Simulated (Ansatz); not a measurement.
# CaV2Ge2, from a guessed structure to a relaxed one

Starting from a made-up structure for CaV2Ge2, the aim is the relaxed cell, its shortest contacts and, where a second run follows, its electronic structure.

Main program and level: Ansatz 0.2.0; DFT, PBE, plane-wave PAW, files of the set soft_1, scalar-relativistic, ferromagnetic start, cell and ions relaxed at zero pressure; PAW set soft_1.

In doubt: warnings of the run leave room for a lower electronic state, so energies may not be the lowest and differences between runs may mislead.

## Step 1: The structure

The structure is trigonal, space group P-3m1 (No. 164). Conventional cell: a = 4.057 Å, b = 4.057 Å, c = 7.167 Å, α = 90.00°, β = 90.00°, γ = 120.00°. Nearest to Ge lie 4 V at 2.47 to 2.56 Å and 3 Ca at 3.02 Å. V has 4 Ge at 2.47 to 2.56 Å nearest. Nearest to Ca lie 6 Ge at 3.02 Å. Farther neighbours are not listed.

## Step 2: Relaxation of the guess

The guessed cell has no reason to be at equilibrium. It is relaxed with the atoms, within the space group of the guess.

File input.yaml:

```yaml
crystal:
  lattice:
    - [4.057, 0.0, 0.0]
    - [-2.0285, 3.513465063, 0.0]
    - [0.0, 0.0, 7.167]
  atoms:
    - { symbol: Ge, position: [0.666666667, 0.333333333, 0.733] }
    - { symbol: Ge, position: [0.333333333, 0.666666667, 0.267] }
    - { symbol: V, position: [0.666666667, 0.333333333, 0.3759], spin: 2.0 }
    - { symbol: V, position: [0.333333333, 0.666666667, 0.6241], spin: 2.0 }
    - { symbol: Ca, position: [0.0, 0.0, 0.0] }
magnetization:
  spin_polarized: true
kpoints:
  mp_grid: { grid: [8, 8, 4] }
scf:
  occupations: { method: fermi_dirac, width: 0.05 }
hamiltonian:
  xc: pbe
  pseudopotentials: { kind: paw, azcp: { folder: soft_1 } }
relax:
  f_tol: 0.015
  max_steps: 70
  cell: {}
output:
  forces: true
  stress: true
```

Run with:

```sh
ansatz run input.yaml --threads 4 --pin off --max-ram 8192MiB --backend cpu --events-out ev --progress --plain --runs-dir out
```

Numbers of over 12 decimals in the logs are rounded to 6 here.

The program printed:

```text
Engine: ansatz 0.2.0, aarch64-unknown-linux-gnu
Pseudopotentials: kind: paw
Pseudopotential: Ge, paw, valence charge 14, recommended cutoff 420 eV (normal), soft_1/Ge.paw.azcp
Pseudopotential: V, paw, valence charge 13, recommended cutoff 420 eV (normal), soft_1/V.paw.azcp
Pseudopotential: Ca, paw, valence charge 10, recommended cutoff 420 eV (normal), soft_1/Ca.paw.azcp
Functional definition: PBE
  parameter kappa = 0.804
  parameter beta = 0.066725
  exchange = pbe_x(kappa = kappa, mu = beta*pi^2/3)
  correlation = pbe_c(beta = beta)
Crystal: 5 atoms, lattice volume = 102.159 Å³
Basis set: ecut = 420 eV, 2003 PW (Γ), exchange–correlation on 60×60×96 points (8 copies of the dense FFT grid, shifted against one another)
Bands: 41, of which v1, the nominal top of the filled ones, is band 32 counted from 1 (31 counted from 0)
Symmetry: 12 space group operations
Space group: P-3m1 (ITA 164), of the structure as read, at distance tolerance 4.7e-5 Å
Magnetic group: BNS 164.85 (UNI 1315), of the structure as read, at distance tolerance 4.7e-5 Å
k-points: 35 of 256
Non-local potential: Ge, projectors of the file, l = 0: 2, l = 1: 2, l = 2: 3, l = 3: 1
Non-local potential: V, projectors of the file, l = 0: 3, l = 1: 2, l = 2: 3, l = 3: 1
Non-local potential: Ca, projectors of the file, l = 0: 3, l = 1: 2, l = 2: 2
PAW form: soft (Blöchl's): semilocal exchange-correlation on the pseudo side does not see the compensation charge
PAW one-centre angular grid: Ge, 590 points (default); XC on 64 Gauss nodes
PAW one-centre angular grid: V, 590 points (default); XC on 64 Gauss nodes
PAW one-centre angular grid: Ca, 110 points (default); XC on 64 Gauss nodes
Initial density: superposition of atomic densities (chi_scale 0.1, normalization cell, long waves kept (reshape's long-wave potential 0.13 eV rms))
Starting moments: Σ|m| = 4 μB on 2 of 5 sites
Initial wavefunctions: pseudopotential atomic-orbital guess
Functional: x = pbe(κ = 0.804, μ = 0.219515), c = pbe(β = 0.066725)
SCF iter   1: F=—  HF=-16233.615651 eV  |F-HF|=—  |Δ(HF+E_count)|=         —  Δρ=5.53e-2 (↑5.53e-2 ↓2.33e-2)  dr2=1.19e1  dr2_m=4.44e-1  M=3.067 μB ∫|m|=3.480 μB  β_m=0.30  ethr=3.10e-3  ⟨swp⟩=8.2  Hψ=12318  notcnv=0
Mixer restart at iter 1: flushing history
preconditioner: auto → Kerker (q_TF=auto, 2.524 Å⁻¹)  [metal: Δε(μ)=0.007 eV  Ē_g=16.307 eV  σ=0.050 eV  W_gap=0.03  n_scr=34 (ndim 8)  ℏωp=24.9 eV  f_vac=0.000  D(μ)=4.19/eV (n_scr^D=36)]
spin=Collinear: Kerker preconditioning applied to the charge; magnetization (m = ρ↑ − ρ↓) channel mixes plain (no charge-response kernel on spin).
SCF iter   2: F=—  HF=-16231.717260 eV  |F-HF|=—  |Δ(HF+E_count)|=    1.90e0  Δρ=2.57e-2 (↑2.57e-2 ↓1.53e-2)  dr2=3.61e0  dr2_m=1.28e-1  M=3.109 μB ∫|m|=3.570 μB  β_m=0.42  ethr=3.10e-3  ⟨swp⟩=3.1  Hψ=5601  notcnv=0  defer=76
SCF iter   3: F=—  HF=-16231.294569 eV  |F-HF|=—  |Δ(HF+E_count)|=   4.23e-1  Δρ=1.15e-2 (↑8.77e-3 ↓1.15e-2)  dr2=4.45e-1  dr2_m=1.87e-2  M=3.071 μB ∫|m|=3.591 μB  β_m=0.71  ethr=3.10e-3  ⟨swp⟩=3.2  Hψ=4167  notcnv=0  defer=76
SCF iter   4: F=—  HF=-16231.850884 eV  |F-HF|=—  |Δ(HF+E_count)|=   5.56e-1  Δρ=4.58e-3 (↑2.67e-3 ↓4.58e-3)  dr2=9.11e-2  dr2_m=4.98e-3  M=2.921 μB ∫|m|=3.481 μB  β_m=0.85  ethr=6.95e-4  ⟨swp⟩=2.7  Hψ=6189  notcnv=0  defer=80
SCF iter   5: F=—  HF=-16231.860256 eV  |F-HF|=—  |Δ(HF+E_count)|=         —  Δρ=6.80e-3 (↑6.80e-3 ↓6.30e-3)  dr2=9.36e-3  dr2_m=3.81e-2  M=2.627 μB ∫|m|=3.129 μB  β_m=0.85  ethr=1.42e-4  ⟨swp⟩=2.5  Hψ=4058  notcnv=0  defer=79
Mixer restart at iter 5: flushing history
SCF iter   6: F=—  HF=-16231.857640 eV  |F-HF|=—  |Δ(HF+E_count)|=   2.62e-3  Δρ=3.90e-3 (↑3.90e-3 ↓3.13e-3)  dr2=4.39e-3  dr2_m=1.06e-2  M=2.534 μB ∫|m|=2.990 μB  β_m=0.93  ethr=1.46e-5  ⟨swp⟩=2.0  Hψ=4763  notcnv=0  defer=79
SCF iter   7: F=—  HF=-16231.862243 eV  |F-HF|=—  |Δ(HF+E_count)|=   4.60e-3  Δρ=1.70e-3 (↑9.98e-4 ↓1.70e-3)  dr2=3.56e-3  dr2_m=8.21e-4  M=2.431 μB ∫|m|=2.839 μB  β_m=0.72  ethr=6.86e-6  ⟨swp⟩=2.1  Hψ=5622  notcnv=0  defer=79
SCF iter   8: F=—  HF=-16231.858108 eV  |F-HF|=—  |Δ(HF+E_count)|=   4.13e-3  Δρ=9.46e-4 (↑9.36e-4 ↓9.46e-4)  dr2=3.58e-4  dr2_m=6.67e-4  M=2.375 μB ∫|m|=2.766 μB  β_m=0.86  ethr=5.57e-6  ⟨swp⟩=2.1  Hψ=4983  notcnv=0  defer=74
SCF iter   9: F=—  HF=-16231.858773 eV  |F-HF|=—  |Δ(HF+E_count)|=   6.65e-4  Δρ=4.28e-4 (↑3.18e-4 ↓4.28e-4)  dr2=1.98e-4  dr2_m=1.07e-4  M=2.238 μB ∫|m|=2.593 μB  β_m=0.93  ethr=5.59e-7  ⟨swp⟩=2.3  Hψ=5387  notcnv=0  defer=74
SCF iter  10: F=—  HF=-16231.858846 eV  |F-HF|=—  |Δ(HF+E_count)|=   7.34e-5  Δρ=4.77e-4 (↑4.77e-4 ↓2.85e-4)  dr2=8.55e-5  dr2_m=1.18e-4  M=2.205 μB ∫|m|=2.555 μB  β_m=0.97  ethr=3.10e-7  ⟨swp⟩=2.0  Hψ=3677  notcnv=0  defer=73
SCF iter  11: F=—  HF=-16231.858919 eV  |F-HF|=—  |Δ(HF+E_count)|=   7.25e-5  Δρ=2.87e-4 (↑2.75e-4 ↓2.87e-4)  dr2=2.76e-5  dr2_m=6.50e-5  M=2.163 μB ∫|m|=2.504 μB  β_m=0.60  ethr=1.34e-7  ⟨swp⟩=2.1  Hψ=5173  notcnv=0  defer=73
SCF iter  12: F=—  HF=-16231.859016 eV  |F-HF|=—  |Δ(HF+E_count)|=   9.77e-5  Δρ=3.48e-4 (↑3.48e-4 ↓2.78e-4)  dr2=2.54e-5  dr2_m=8.49e-5  M=2.096 μB ∫|m|=2.426 μB  β_m=0.21  ethr=4.32e-8  ⟨swp⟩=2.7  Hψ=5407  notcnv=0  defer=71
SCF iter  13: F=—  HF=-16231.859089 eV  |F-HF|=—  |Δ(HF+E_count)|=   7.25e-5  Δρ=3.02e-4 (↑3.02e-4 ↓3.00e-4)  dr2=2.55e-5  dr2_m=7.57e-5  M=2.052 μB ∫|m|=2.374 μB  β_m=0.66  ethr=3.97e-8  ⟨swp⟩=2.3  Hψ=5292  notcnv=0  defer=68
SCF iter  14: F=—  HF=-16231.859554 eV  |F-HF|=—  |Δ(HF+E_count)|=   4.65e-4  Δρ=7.77e-4 (↑7.23e-4 ↓7.77e-4)  dr2=2.64e-5  dr2_m=5.12e-4  M=1.888 μB ∫|m|=2.184 μB  β_m=0.75  ethr=3.97e-8  ⟨swp⟩=3.0  Hψ=5934  notcnv=0  defer=68  recentre
SCF iter  15: F=-16231.859522 eV  HF=-16231.859581 eV  |F-HF|=5.86e-5  |Δ(HF+E_count)|=   2.65e-5  Δρ=7.26e-4 (↑7.26e-4 ↓7.05e-4)  dr2=4.51e-5  dr2_m=4.56e-4  M=1.881 μB ∫|m|=2.176 μB  β_m=0.54  ethr=3.97e-8  ⟨swp⟩=2.1  Hψ=4678  notcnv=0  defer=67
SCF iter  16: F=-16231.860236 eV  HF=-16231.860372 eV  |F-HF|=1.36e-4  |Δ(HF+E_count)|=   7.91e-4  Δρ=1.06e-3 (↑1.06e-3 ↓1.04e-3)  dr2=8.98e-5  dr2_m=9.85e-4  M=1.711 μB ∫|m|=1.982 μB  β_m=0.66  ethr=3.97e-8  ⟨swp⟩=3.0  Hψ=5912  notcnv=0  defer=67
SCF iter  17: F=-16231.861996 eV  HF=-16231.862089 eV  |F-HF|=9.25e-5  |Δ(HF+E_count)|=   1.72e-3  Δρ=1.05e-3 (↑1.05e-3 ↓1.04e-3)  dr2=9.60e-5  dr2_m=9.97e-4  M=1.402 μB ∫|m|=1.626 μB  β_m=0.97  ethr=3.97e-8  ⟨swp⟩=3.2  Hψ=6137  notcnv=0  defer=69
[...]
SCF 3 converged in 13 iterations: F = -16232.027416 eV  dr2 = 1.68e-10
relax step   3: F+E_penalty+E_count = -16232.02741586 eV  Δ(F+E_penalty+E_count) = -1.315e-2 eV  max|allowed force component| = 4.533e-2 eV/Å  Δτ_max = 0.0190 Å  P = -0.008 GPa  Ω = 102.451 Å³  energy of the carried Pulay correction = -9.348e-5 eV  (13 SCF iters, dr2 threshold 5.00e-7 eV, accepted)
[...]
relax step   4: F+E_penalty+E_count = -16232.02775048 eV  Δ(F+E_penalty+E_count) = -3.346e-4 eV  max|allowed force component| = 4.972e-3 eV/Å  Δτ_max = 0.0016 Å  P = -0.011 GPa  Ω = 102.407 Å³  energy of the carried Pulay correction = -7.955e-5 eV  (13 SCF iters, dr2 threshold 1.62e-7 eV, accepted)
Basis set: ecut = 420 eV, 2017 PW (Γ), exchange–correlation on 54×54×108 points (8 copies of the dense FFT grid, shifted against one another)
Initial wavefunctions: pseudopotential atomic-orbital guess (no wavefunctions were taken with the density)
iter 1 solved again at ethr=4.54e-7 eV; its pass at ethr=3.10e-3 eV (dr2=2.91e-4 eV) is discarded
SCF iter   1: F=—  HF=-16232.026745 eV  |F-HF|=—  |Δ(HF+E_count)|=         —  Δρ=2.17e-4 (↑2.17e-4 ↓2.17e-4)  dr2=4.79e-6  dr2_m=7.34e-12  M=-0.000 μB ∫|m|=0.000 μB  β_m=0.65  ethr=4.54e-7  ⟨swp⟩=3.0  Hψ=17938  notcnv=0
preconditioner: auto → Kerker (q_TF=auto, 2.328 Å⁻¹)  [metal: Δε(μ)=0.007 eV  Ē_g=16.128 eV  σ=0.050 eV  W_gap=0.03  n_scr=22 (ndim 8)  ℏωp=24.9 eV  f_vac=0.000  D(μ)=6.57/eV (n_scr^D=68)]
spin=Collinear: Kerker preconditioning applied to the charge; magnetization (m = ρ↑ − ρ↓) channel mixes plain (no charge-response kernel on spin).
SCF iter   2: F=—  HF=-16232.028012 eV  |F-HF|=—  |Δ(HF+E_count)|=   1.27e-3  Δρ=7.79e-5 (↑7.79e-5 ↓7.79e-5)  dr2=5.87e-7  dr2_m=5.97e-12  M=-0.000 μB ∫|m|=0.000 μB  β_m=0.64  ethr=7.49e-9  ⟨swp⟩=2.0  Hψ=3519  notcnv=0
SCF iter   3: F=—  HF=-16232.028194 eV  |F-HF|=—  |Δ(HF+E_count)|=   1.83e-4  Δρ=6.70e-6 (↑6.70e-6 ↓6.70e-6)  dr2=2.44e-8  dr2_m=8.03e-12  M=-0.000 μB ∫|m|=0.000 μB  β_m=0.71  ethr=9.18e-10  ⟨swp⟩=2.1  Hψ=3694  notcnv=0
SCF iter   4: F=—  HF=-16232.028195 eV  |F-HF|=—  |Δ(HF+E_count)|=   1.20e-6  Δρ=1.42e-6 (↑1.42e-6 ↓1.41e-6)  dr2=7.59e-9  dr2_m=1.06e-11  M=-0.000 μB ∫|m|=0.000 μB  β_m=0.64  ethr=3.82e-11  ⟨swp⟩=2.0  Hψ=4474  notcnv=0
SCF iter   5: F=—  HF=-16232.028195 eV  |F-HF|=—  |Δ(HF+E_count)|=   1.63e-8  Δρ=5.68e-7 (↑5.15e-7 ↓5.68e-7)  dr2=1.47e-9  dr2_m=1.27e-11  M=-0.000 μB ∫|m|=0.000 μB  β_m=0.82  ethr=1.19e-11  ⟨swp⟩=2.0  Hψ=4384  notcnv=0
SCF iter   6: F=—  HF=-16232.028206 eV  |F-HF|=—  |Δ(HF+E_count)|=   1.03e-5  Δρ=6.55e-7 (↑5.74e-7 ↓6.55e-7)  dr2=9.03e-10  dr2_m=1.88e-11  M=-0.000 μB ∫|m|=0.000 μB  β_m=0.91  ethr=2.29e-12  ⟨swp⟩=3.0  Hψ=5615  notcnv=0
SCF iter   7: F=—  HF=-16232.028206 eV  |F-HF|=—  |Δ(HF+E_count)|=   1.04e-9  Δρ=3.41e-7 (↑2.88e-7 ↓3.41e-7)  dr2=1.91e-10  dr2_m=4.55e-11  M=-0.000 μB ∫|m|=0.000 μB  β_m=0.96  ethr=1.41e-12  ⟨swp⟩=2.0  Hψ=3584  notcnv=0
SCF iter   8: F=—  HF=-16232.028206 eV  |F-HF|=—  |Δ(HF+E_count)|=  1.02e-10  Δρ=2.86e-7 (↑2.86e-7 ↓2.71e-7)  dr2=2.96e-11  dr2_m=6.31e-11  M=-0.000 μB ∫|m|=0.000 μB  β_m=0.98  ethr=1.00e-12  ⟨swp⟩=2.0  Hψ=3497  notcnv=0
SCF iter   9: F=—  HF=-16232.028206 eV  |F-HF|=—  |Δ(HF+E_count)|=  6.91e-11  Δρ=3.89e-7 (↑3.89e-7 ↓2.52e-7)  dr2=2.85e-11  dr2_m=9.41e-11  M=-0.000 μB ∫|m|=0.000 μB  β_m=0.99  ethr=1.00e-12  ⟨swp⟩=1.1  Hψ=2881  notcnv=0
SCF iter  10: F=—  HF=-16232.028206 eV  |F-HF|=—  |Δ(HF+E_count)|=  2.73e-11  Δρ=3.57e-7 (↑3.57e-7 ↓3.54e-7)  dr2=7.60e-12  dr2_m=1.17e-10  M=-0.000 μB ∫|m|=0.000 μB  β_m=0.99  ethr=1.00e-12  ⟨swp⟩=1.5  Hψ=3048  notcnv=0
SCF iter  11: F=-16232.028206 eV  HF=-16232.028206 eV  |F-HF|=3.82e-11  |Δ(HF+E_count)|=  8.73e-11  Δρ=1.24e-7 (↑1.24e-7 ↓3.10e-8)  dr2=4.75e-11  dr2_m=3.69e-12  M=-0.000 μB ∫|m|=0.000 μB  ethr=1.00e-12  ⟨swp⟩=2.8  Hψ=9016  notcnv=0
the starting moments were not kept: the SCF closed with an absolute magnetisation of 1.0e-4 μB, where they sum to 4 μB in size (2 sites). That is at most 0.1 of that sum.
SCF 5 converged in 11 iterations: F = -16232.028206 eV  dr2 = 4.75e-11
relax step   5: F+E_penalty+E_count = -16232.02820569 eV  Δ(F+E_penalty+E_count) = -4.552e-4 eV  max|allowed force component| = 4.724e-3 eV/Å  Δτ_max = 0.0000 Å  P = -0.007 GPa  Ω = 102.407 Å³  stress off target by 2.27e-2 GPa  SCF on the basis re-selected at this cell (its energy is not comparable with the rows above)  (11 SCF iters)
basis re-selected at this cell: Δ(F+E_penalty+E_count) = -4.552e-4 eV, ΔP = +0.004 GPa vs the last step (what re-selecting the basis moved, of the pressure what is left beyond the Pulay correction that the steps carried, after the strain that the cell walked since its last selection, with what the two solves' SCF thresholds leave and, on support functions, any second-order correction that the steps lacked; it is no measure of the basis error at this ecutwfc). The dense FFT grid was sized anew with the basis: this SCF ran on 27×27×54 points, the steps before it on 30×30×48, so part of this shift can come from that change (see relax.cell in the input reference). [rest of the remark cut]
SCF converged after 11 iterations
Magnetization: -0.0001 μB (32.0000 up, 32.0000 down)
Absolute magnetization: 0.0001 μB (∫|ρ↑−ρ↓|, with the PAW one-centre terms)
Spin contamination: 0.0000 ħ² per cell (⟨S²⟩ above its minimum at these occupations)
Per-site moments (μB) at R_I (Å): [(2.977757312223076e-7, 1.028730), (2.977757309998594e-7, 1.028730), (-3.718746315588145e-5, 1.028730), (-3.718746315591816e-5, 1.028730), (-8.748471489539241e-7, 1.249137)]
Free energy (F): -16232.028206 eV
Harris-Foulkes:  -16232.028206 eV  (|F-HF|=3.82e-11)
Internal energy: -16231.975445 eV  (E = F + TS)
E sigma→0 (E₀):  -16232.001825 eV
Entropy (-TS):   -0.052761 eV (-10.552 meV/atom)
Fermi energy:    9.801947 eV
--- Per-component energies (eV) ---
  E_band       = -814.933388
  E_kinetic    = 1030.251866
  E_local      = -8239.861474  (includes V_loc(G=0)·N_el)
  E_nonlocal   = 687.811571
  E_hartree    = 3681.168392
  E_xc         = -500.913828
  E_vxc        = -579.430552  (∫ρ·V_xc dr)
  E_paw        = -7140.922991  (= ΣΔE_a)
  E_vpaw       = -1076.044270  (= ΣTr[D̂ρ^β])
  E_aug_tail   = 0.002268  (compensation charges beyond the density's cutoff)
  E_ewald      = -5749.511250
  E_smearing   = -0.052761  (= −TS)
  E_closure    = 0.000000  (closes the sum)
  Σ components = -16232.028206   (vs F -16232.028206, Δ=0.00e0)
--- Forces (eV/Å), atoms counted from 1 ---
  atom   1  Ge     0.00000000     0.00000000     0.00472407
  atom   2  Ge    -0.00000000    -0.00000000    -0.00472407
  atom   3  V     -0.00000000    -0.00000000    -0.00055194
  atom   4  V      0.00000000     0.00000000     0.00055194
  atom   5  Ca     0.00000000     0.00000000     0.00000000
  max |Σ_I F_I| component: 2.31e-18 eV/Å
--- Stress (GPa, compression-positive) ---
       -0.021982       0.000000      -0.000000
        0.000000      -0.021982      -0.000000
       -0.000000      -0.000000       0.022721
  P = ⅓ Tr σ = -0.0071 GPa (-0.071 kbar)
--- Relaxed structure (4 steps of the walk, 4 accepted, 1 SCFs on fresh bases) ---
  F+E_penalty+E_count = -16232.02820569 eV   max|allowed force component| = 4.724e-3 eV/Å   (the final SCF, on the basis selected at the relaxed cell)
  cell:  # Å, volume = 102.4071 Å³
    - [3.971014, 0, 0]
    - [-1.985507, 3.438999, 0]
    - [0, 0, 7.498887]
  atoms:
    - { symbol: Ge, position: [0.666667, 0.333333, 0.736185] }
    - { symbol: Ge, position: [0.333333, 0.666667, 0.263815] }
    - { symbol: V, position: [0.666667, 0.333333, 0.394690] }
    - { symbol: V, position: [0.333333, 0.666667, 0.605310] }
    - { symbol: Ca, position: [0, 0, 0.0] }
```

The job ended after 36 s (4 threads of Arm Neoverse V2, shared host; peak memory 0.59 GiB; 2.3 min of CPU time).

Step by step:

```
step  energy less that of the first step (eV)  largest force component (eV/Å)  pressure (GPa)  volume (Å³)
   1                                   0.0000                          0.9247            0.68       102.16
   2                                  -0.1435                          0.2726            0.55       102.51
   3                                  -0.1567                          0.0453           -0.01       102.45
   4                                  -0.1570                          0.0050           -0.01       102.41
  5*                                  -0.1575                          0.0047           -0.01       102.41
```

Relaxation steps marked * repeat the geometry before them on a plane-wave basis chosen anew for their cell, so energy and pressure can jump there.

The run keeps the 12 symmetry operations that it works with, so distortions that break them were not tested.

```
conventional cell, symmetrised  before  after  change
                         a (Å)   4.057  3.971  -2.1 %
                         b (Å)   4.057  3.971  -2.1 %
                         c (Å)   7.167  7.499  +4.6 %
              volume (Å³/atom)   20.43  20.48  +0.2 %
```

The atoms that moved most (Å, as changes of fractional coordinates times the final cell):

```
atom     dx     dy      dz  length
  V3  0.000  0.000   0.141   0.141
  V4  0.000  0.000  -0.141   0.141
 Ge1  0.000  0.000   0.024   0.024
 Ge2  0.000  0.000  -0.024   0.024
```

The relaxed structure:

```xyz
5
Lattice="3.9710 0.0000 0.0000 -1.9855 3.4390 0.0000 0.0000 0.0000 7.4989" Properties=species:S:1:pos:R:3 pbc="T T T"
Ge    1.9855    1.1463    5.5206
Ge    0.0000    2.2927    1.9783
V     1.9855    1.1463    2.9597
V     0.0000    2.2927    4.5392
Ca    0.0000    0.0000    0.0000
```

Numbers from this step:

```
free energy             : -16232.0282 eV
energy at zero smearing : -16232.0018 eV
smearing term TS        : 0.05276 eV
Fermi energy            : 9.802 eV
electrons               : 64
symmetry operations     : 12
pressure                : -0.007081 GPa
```

The shortest distance of each pair, which need not be the same contact before and after:

```
 pair  guess (Å)  relaxed (Å)
 Ge–V      2.469        2.494
  V–V      2.941        2.784
Ca–Ge      3.025        3.028
 Ca–V      3.570        3.744
Ge–Ge      4.057        3.971
```

The relaxation ends with a largest force component of 0.0047 eV/Å and a pressure of -0.01 GPa. No moment survives the cycle: this start ends non-magnetic.

## Step 3: Results

```
space group, relaxed : P-3m1
conventional cell    : a = 3.971, b = 3.971, c = 7.499 Å; α = 90.0°, β = 90.0°, γ = 120.0°
volume per atom      : 20.48 Å³ (guess 20.43)
total moment         : 0.00 μB in the cell of 5 atoms
```

In words: CaV2Ge2 relaxes to P-3m1 with a = 3.971, b = 3.971 and c = 7.499 Å. The guessed volume was near the relaxed one. The space group P-3m1 was held in the relaxation, so the end point is a stationary structure within it and may be a saddle against distortions or other arrangements. The moments died out from this one start and weren't seeded again at the relaxed cell. The electronic state may lie above the lowest one. Mesh and cutoff weren't tested. No dispersion term is used, so weakly bound directions may come out too long. Nothing here tests whether the compound is stable against decomposition.

[Logs are printed without paths, hosts, clocks, repeated set-up lines and the standing remarks that a program may print on its own settings, such as how far it seeks lower states.]

[Hosts, paths, dates, database ids (printed as entryN), source tags and the programs' standing remarks are cut or masked in the printed files.]
